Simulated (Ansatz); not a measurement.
# BiPd (P6_3/mmc): Migdal–Eliashberg transition temperature, part 2 of 2

What Tc do the phonons of BiPd (P6_3/mmc) give, and how does it depend on μ*? The cell shown first is a relaxed one, from steps not shown here.

Ansatz 0.2.0; DFT PBEsol, scalar-relativistic, plane waves, PAW; PAW set soft_1.

So far, log mean phonon energy ħω_log (meV): step 2 (electron–phonon run: q 3×3×2, k 9×9×6, scattering 12×12×8) 8.10; step 3 (scattering mesh 18×18×12) 8.06.

### Step 4. Coupling and resistivity: q 3×3×2, k 15×15×10, scattering 24×24×12

The next rung changes the k mesh of the density and its response; the scattering mesh, which samples the Fermi surface.

The input, input.yaml:

```yaml
crystal:
  lattice:
    - [4.2580210818, 0.0, 0.0]
    - [-2.1290105409, 3.6875544267, 0.0]
    - [0.0, 0.0, 5.6243426391]
  atoms:
    - { symbol: Bi, position: [0.3333333333, 0.6666666667, 0.25] }
    - { symbol: Bi, position: [0.6666666667, 0.3333333333, 0.75] }
    - { symbol: Pd, position: [0.0, 0.0, 0.0] }
    - { symbol: Pd, position: [0.0, 0.0, 0.5] }
kpoints:
  mp_grid: { grid: [15, 15, 10] }
hamiltonian:
  xc: pbesol
  pseudopotentials: { kind: paw, azcp: { folder: soft_1 }, xc_functional: pbe }
scf:
  occupations: { method: methfessel_paxton, width: 0.2 }
output:
  eigenvalues: true
phonons:
  method: dfpt
  qmesh: [3, 3, 2]
  temperatures: { t_max: 1000, t_step: 50 }
  qpath:
    path:
      - [[0.0, 0.0, 0.0], [0.5, 0.0, 0.0], [0.33333333, 0.33333333, 0.0], [0.0, 0.0, 0.0], [0.0, 0.0, 0.5], [0.5, 0.0, 0.5], [0.33333333, 0.33333333, 0.5], [0.0, 0.0, 0.5]]
      - [[0.5, 0.0, 0.5], [0.5, 0.0, 0.0]]
    npoints: 6
  electrical_resistivity:
    mesh: [24, 24, 12]
    temperatures: [20.0, 50.0, 80.0, 100.0, 150.0, 200.0, 273.0, 300.0, 400.0, 500.0, 600.0, 800.0]
  superconductivity: { mesh: [24, 24, 12] }
```

Run with:

```sh
$ ansatz run input.yaml --threads 16 --pin off --max-ram 92160MiB --backend cuda --events-out ev --progress --plain --runs-dir out --max-vram 78GiB
```

Numbers of over 12 decimals in the logs are rounded to 6 here.

Output:

```text
[...]
Crystal: 4 atoms, lattice volume = 88.312 Å³
Basis set: ecut = 420 eV, 1741 PW (Γ), exchange–correlation on 60×60×80 points (8 copies of the dense FFT grid, shifted against one another)
Bands: 40, of which v1, the nominal top of the filled ones, is band 33 counted from 1 (32 counted from 0)
Symmetry: 24 space group operations
k-points: 162 of 2250
[...]
SCF iter   1: F=—  HF=-38309.270221 eV  |F-HF|=—  |Δ(HF+E_count)|=         —  Δρ=1.62e-1  dr2=3.39e1  ethr=3.10e-3  ⟨swp⟩=7.1  Hψ=26444  notcnv=0
[...]
SCF iter   2: F=—  HF=-38304.791566 eV  |F-HF|=—  |Δ(HF+E_count)|=    4.48e0  S|Δr|=    0.00e0  Δρ=6.65e-2  dr2=6.69e0  ethr=3.10e-3  ⟨swp⟩=2.7  Hψ=14268  notcnv=0  defer=81
[...]
SCF iter  12: F=-38303.639103 eV  HF=-38303.639103 eV  |F-HF|=0.00e0  |Δ(HF+E_count)|=    0.00e0  S|Δr|=    0.00e0  Δρ=1.03e-7  dr2=8.56e-12  ethr=1.00e-12  ⟨swp⟩=10.0  Hψ=32948  notcnv=0
SCF 1 converged in 12 iterations: F = -38303.639103 eV  dr2 = 8.56e-12
[...]
SCF iter   2: F=—  HF=-38303.639103 eV  |F-HF|=—  |Δ(HF+E_count)|=   4.39e-7  S|Δr|=    0.00e0  Δρ=2.60e-7  dr2=5.02e-11  ethr=1.00e-12  ⟨swp⟩=3.0  Hψ=14928  notcnv=0
[...]
SCF 2 converged in 3 iterations: F = -38303.639103 eV  dr2 = 5.74e-12
[...]
SCF 3 converged in 12 iterations: F = -38303.639103 eV  dr2 = 8.50e-12
[...]
SCF converged after 12 iterations
[...]
vibrations of 18 cells: unjudged by the run; compare a larger repeat
[...]
--- Superconductivity: potentials and phonons of a 3×3×2 supercell ---
           mesh         λ    ħω_log (meV)  μ* declared at (meV)
       24×24×12    0.4711           8.061               10.106
        12×12×6    0.4834           8.125               10.088
          6×6×3    0.6509           8.249               10.096
  λ by the species' shares of the modes' patterns: Bi 0.2765, Pd 0.1946
[...]
0.08      1.216         1.244         1.118         1.118         1.200         1.201          1.201
      0.10      0.888         0.906         0.790         0.790         0.865         0.865          0.865
      0.12      0.616         0.627         0.532         0.532         0.597         0.598          0.598
      0.13      0.501         0.510         0.427         0.427         0.487         0.487          0.487
      0.14      0.400         0.407         0.337         0.337         0.392         0.392          0.392
      0.16      0.239         0.243         0.198         0.198         0.242         0.242          0.242
      0.20      0.059         0.059    none_found    none_found    none_found    none_found     none_found
  none_found: no transition down to 0.1 K
[...]
vibrations of 18 cells: unjudged by the run; compare a larger repeat
[...]
```

Elapsed: 1.8 min, on 1 × NVIDIA GB200 with 16 threads of Arm Neoverse V2, shared host; peak memory 6.9 GiB.

Numbers from this step:

| Quantity | Value |
| --- | --- |
| zero point energy | 0.07312 eV/cell |
| highest frequency, solved or plainly interpolated | 195.1 cm⁻¹ |
| Debye temperature (second moment) | 197 K |
| resistivity at 300 K | 11.68 μΩ cm, mean of the axes |
| coupling constant λ | 0.4711 |
| density of states at the Fermi level | 0.9824 states/eV a spin and cell |
| log mean phonon energy ħω_log | 8.061 meV |
| transport coupling constant λ_tr | 0.4691, 0.4691, 0.4877 (xx, yy, zz) |
| Drude plasma energy | 7.165, 7.165, 6.49 eV (xx, yy, zz) |
| resistivity times mean free path | 9.512, 9.512, 11 × 10⁻¹⁶ Ω m² (xx, yy, zz) |
| second-moment phonon energy ħω₂ | 10.11 meV |

An empty cell: under 1 mK by a formula, or no transition down to the floor of the Eliashberg search. Transition temperatures:

```csv
μ*,McMillan Tc (K),Allen–Dynes Tc (K),isotropic Fermi-surface Tc (K),isotropic full bandwidth Tc (K),anisotropic Fermi-surface Tc (K),anisotropic full bandwidth Tc (K),anisotropic narrow window Tc (K)
0.08,1.22,1.24,1.12,1.12,1.2,1.2,1.2
0.1,0.888,0.906,0.79,0.79,0.865,0.865,0.865
0.12,0.616,0.627,0.532,0.532,0.597,0.598,0.598
0.13,0.501,0.51,0.427,0.427,0.487,0.487,0.487
0.14,0.4,0.407,0.337,0.337,0.392,0.392,0.392
0.16,0.239,0.243,0.198,0.198,0.242,0.242,0.242
0.2,0.0585,0.0593,-,-,-,-,-
```

The Eliashberg function α²F has structure finer than the step of the table below, so its rows give means over 0.5 meV, whole bins alone (the curve runs from 0.095 to 24.1 meV). Peaks (meV: height): α²F 5.58: 0.315, 9.36: 0.214, 11.06: 0.395, 14.85: 0.250, 16.17: 0.158; α²F tr 5.58: 0.345, 9.36: 0.238, 11.06: 0.432, 14.85: 0.267, 16.17: 0.202.

Table of Eliashberg function α²F by phonon energy; means over each step:

```csv
phonon energy (meV),α²F,α²F tr
0.5,1.1e-4,8.8e-6
1.0,0.00117,2.0e-4
1.5,0.00340,8.4e-4
2.0,0.00742,0.00264
2.5,0.0131,0.00566
3.0,0.0193,0.0112
3.5,0.0291,0.0203
4.0,0.0425,0.0330
4.5,0.0667,0.0569
5.0,0.146,0.143
5.5,0.277,0.307
6.0,0.224,0.258
6.5,0.153,0.169
7.0,0.121,0.129
7.5,0.113,0.119
8.0,0.0990,0.106
8.5,0.0965,0.103
9.0,0.147,0.162
9.5,0.163,0.182
10.0,0.105,0.118
10.5,0.150,0.172
11.0,0.328,0.354
11.5,0.174,0.164
12.0,0.0439,0.0320
12.5,0.0684,0.0483
13.0,0.155,0.105
13.5,0.183,0.142
14.0,0.182,0.163
14.5,0.184,0.181
15.0,0.202,0.223
15.5,0.104,0.122
16.0,0.147,0.185
16.5,0.121,0.155
17.0,0.111,0.137
17.5,0.0348,0.0352
18.0,0.0232,0.0219
18.5,0.0227,0.0215
19.0,0.0217,0.0204
19.5,0.0210,0.0198
20.0,0.0206,0.0194
20.5,0.0205,0.0189
21.0,0.0207,0.0187
21.5,0.0213,0.0195
22.0,0.0213,0.0199
22.5,0.0211,0.0219
23.0,0.0256,0.0281
23.5,0.0313,0.0351
```

The Eliashberg function α²F has structure finer than the step of the table below, so its rows give means over 0.5 meV, whole bins alone (the curve runs from 0.095 to 24.1 meV). Peaks (meV: height): α²F 5.58: 0.315, 9.36: 0.214, 11.06: 0.395, 14.85: 0.250, 16.17: 0.158; Bi 5.58: 0.211, 9.36: 0.164, 10.87: 0.242, 14.85: 0.0667, 16.17: 0.0569; Pd 5.58: 0.104, 9.36: 0.05, 11.06: 0.158, 13.71: 0.147, 14.85: 0.183, 16.17: 0.101, 16.93: 0.0937.

Eliashberg function α²F against phonon energy; means over each step:

```csv
phonon energy (meV),α²F,Bi,Pd
0.5,1.1e-4,6.3e-5,4.5e-5
1.0,0.00117,8.0e-4,3.9e-4
1.5,0.00340,0.00226,0.00115
2.0,0.00742,0.00499,0.00244
2.5,0.0131,0.00880,0.00428
3.0,0.0193,0.0129,0.00638
3.5,0.0291,0.0194,0.00967
4.0,0.0425,0.0283,0.0141
4.5,0.0667,0.0446,0.0222
5.0,0.146,0.0971,0.0488
5.5,0.277,0.185,0.0924
6.0,0.224,0.150,0.0732
6.5,0.153,0.104,0.0485
7.0,0.121,0.0841,0.0371
7.5,0.113,0.0778,0.0348
8.0,0.0990,0.0681,0.0309
8.5,0.0965,0.0665,0.0300
9.0,0.147,0.106,0.0408
9.5,0.163,0.125,0.0379
10.0,0.105,0.0819,0.0229
10.5,0.150,0.118,0.0324
11.0,0.328,0.217,0.110
11.5,0.174,0.130,0.0437
12.0,0.0439,0.0163,0.0276
12.5,0.0684,0.0207,0.0477
13.0,0.155,0.0428,0.112
13.5,0.183,0.0476,0.136
14.0,0.182,0.0501,0.132
14.5,0.184,0.0509,0.133
15.0,0.202,0.0571,0.145
15.5,0.104,0.0341,0.0695
16.0,0.147,0.0528,0.0937
16.5,0.121,0.0441,0.0771
17.0,0.111,0.0386,0.0726
17.5,0.0348,0.00953,0.0252
18.0,0.0232,0.00471,0.0185
18.5,0.0227,0.00380,0.0189
19.0,0.0217,0.00308,0.0186
19.5,0.0210,0.00258,0.0184
20.0,0.0206,0.00217,0.0185
20.5,0.0205,0.00191,0.0186
21.0,0.0207,0.00165,0.0190
21.5,0.0213,0.00146,0.0198
22.0,0.0213,0.00134,0.0199
22.5,0.0211,0.00130,0.0199
23.0,0.0256,0.00138,0.0243
23.5,0.0313,0.00175,0.0295
```

Anisotropic full-bandwidth solution, weighted at the Fermi level. Gaps:

```csv
mu*,T (K),mean gap (meV),5 % (meV),95 % (meV),mean Z
0.1,0.216,0.128,0.0975,0.154,1.47
0.1,0.433,0.122,0.093,0.147,1.47
0.1,0.649,0.0981,0.0752,0.118,1.47
0.1,0.779,0.0663,0.0509,0.08,1.47
0.13,0.122,0.071,0.0521,0.0881,1.47
0.13,0.244,0.0676,0.0497,0.0838,1.47
0.13,0.366,0.0543,0.0399,0.0674,1.47
0.13,0.439,0.0366,0.0269,0.0455,1.47
0.16,0.0605,0.0348,0.0241,0.0445,1.47
0.16,0.121,0.033,0.0229,0.0423,1.47
0.16,0.182,0.0264,0.0184,0.0339,1.47
0.16,0.218,0.0178,0.0125,0.0228,1.47
```

dTc/da2F against phonon energy:

```csv
phonon energy (meV),dTc/da2F (K/meV)
0.5,-
1.0,4.96
1.5,4.15
2.0,3.58
2.5,3.14
3.0,2.80
3.5,2.53
4.0,2.31
4.5,2.12
5.0,1.95
5.5,1.82
6.0,1.69
6.5,1.59
7.0,1.49
7.5,1.41
8.0,1.33
8.5,1.26
9.0,1.20
9.5,1.14
10.0,1.08
10.5,1.04
11.0,0.991
11.5,0.950
12.0,0.911
12.5,0.875
13.0,0.842
13.5,0.810
14.0,0.781
14.5,0.753
15.0,0.728
15.5,0.703
16.0,0.679
16.5,0.658
17.0,0.637
17.5,0.618
18.0,0.599
18.5,0.581
19.0,0.564
19.5,0.548
20.0,0.533
20.5,0.519
21.0,0.505
21.5,0.492
22.0,0.479
22.5,0.467
23.0,0.455
23.5,0.444
24.0,0.433
```

Table of share of the Fermi-level states by lambda of a state:

```csv
lambda of a state,share of the Fermi-level states
0.329,0.0046
0.351,0.0392
0.372,0.0286
0.394,0.018
0.415,0.122
0.437,0.184
0.458,0.137
0.480,0.145
0.501,0.0913
0.522,0.0905
0.544,0.0734
0.565,0.0313
0.587,8.0e-4
0.608,0.0069
0.630,0.0055
0.651,1.0e-4
0.673,0.0046
0.694,0.005
0.716,0.004
0.737,0.0016
0.759,0.0063
0.780,2.0e-4
0.802,0
0.823,0
```

### Step 5. Results

| Quantity | Value |
| --- | --- |
| meshes | q 3×3×2, k 15×15×10, scattering 24×24×12 |
| coupling constant λ | 0.471 |
| log mean phonon energy ħω_log | 8.06 meV |
| Allen–Dynes Tc at μ* = 0.1 | 0.906 K |
| Allen–Dynes Tc at μ* = 0.13 | 0.51 K |
| anisotropic Eliashberg Tc at μ* = 0.1 | 0.865 K |
| anisotropic Eliashberg Tc at μ* = 0.13 | 0.487 K |

In the last run (PBEsol, q 3×3×2, k 15×15×10, scattering 24×24×12), with λ = 0.47 and ħω_log = 8.06 meV, Tc at μ* = 0.13 is 0.50 K by McMillan's formula, 0.51 K by Allen and Dynes's and 0.49 K by the anisotropic Eliashberg equations. Raising μ* from 0.10 to 0.16 lowers the Allen–Dynes value from 0.91 to 0.24 K. The mean gap at a quarter of Tc gives 2Δ/k_B Tc = 3.38, against 3.53 in weak-coupling theory. The gap spreads from 0.052 to 0.088 meV over nine tenths of the Fermi surface. By the run's own test λ is not converged in the fine mesh: it moves by 3 % between the two finest, and by up to 15 % in the other runs. The run's transport test calls it not converged in the mesh; ρ(300 K) moves by 8 % in the component that moves most. Over the runs, λ takes the values 0.485, 0.480 and 0.471, in the order shown. No spin–orbit coupling, which matters for Bi. μ* is a typed number, phonons are harmonic, and spin fluctuations are left out; at μ* = 0.13 McMillan's formula turns 1 % in λ into about 5.6 % in Tc.

[Logs are printed without paths, hosts, clocks, repeated set-up lines and the standing remarks that a program may print on its own settings, such as how far it seeks lower states.]

[Hosts, paths, dates, database ids (printed as entryN), source tags and the programs' standing remarks are cut or masked in the printed files.]
